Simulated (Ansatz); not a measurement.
# Al4Cr: which shell does photoemission see at 21.2 and 1486.7 eV? (LDA)

The valence band of Al4Cr mixes several shells. Work out by hand which one leads the spectrum's area at each photon energy.

Filled states come from the projected DOS of Ansatz 0.2.0 (LDA, plane waves); cross sections σ and asymmetry parameters β are those of free atoms in a Dirac–Hartree–Slater calculation. A shell's area is states × σ × angular factor, which is 1 − β·P₂(cos θ)/2 for unpolarised light, with θ = 60° from the beam and P₂ = -0.125.

**At 21.2 eV** (states counted from 11.2 eV below the zero; other shells add 0.1 to the products' sum of 35.6):

```
shell  filled states a cell  cross section (Mb an electron)      β  angular factor  product  share by hand (%)  share in the simulated spectrum (%)
Cr 3d                 17.00                            1.87   0.13            1.01     32.1                 90                                   90
Al 3s                 10.10                           0.153   2.00            1.12     1.74                  5                                    5
Al 3p                 24.99                          0.0697  -0.25            0.98     1.71                  5                                    5
```

**At 1486.7 eV** (states counted from 12.0 eV below the zero; other shells add 0.0003 to the products' sum of 0.00836):

```
shell  filled states a cell  cross section (Mb an electron)     β  angular factor  product  share by hand (%)  share in the simulated spectrum (%)
Cr 3d                 17.00                        0.000172  0.81            1.05  0.00308                 37                                   37
Al 3s                 10.10                        0.000347  2.00            1.12  0.00394                 47                                   47
Al 3p                 24.99                        3.97e-05  0.93            1.06  0.00105                 13                                   13
```

Cr 3d leads at 21.2 eV and Al 3s at 1486.7 eV. Between the two energies σ of Cr 3d changes by a factor 9.2e-5 and that of Al 3s by 0.0023, so their ratio moves 25-fold in favour of the second. The simulated spectrum uses the same rule on the energy-resolved DOS, so the two share columns agree within a few points.

Only crystals where the two columns agree within 4 points and the lead is clear are worked in this form. Free-atom cross sections ignore the solid's final states, no escape depth or background enters, and the count of states a shell hangs on the projection.

[Logs are printed without paths, hosts, clocks, repeated set-up lines and the standing remarks that a program may print on its own settings, such as how far it seeks lower states.]
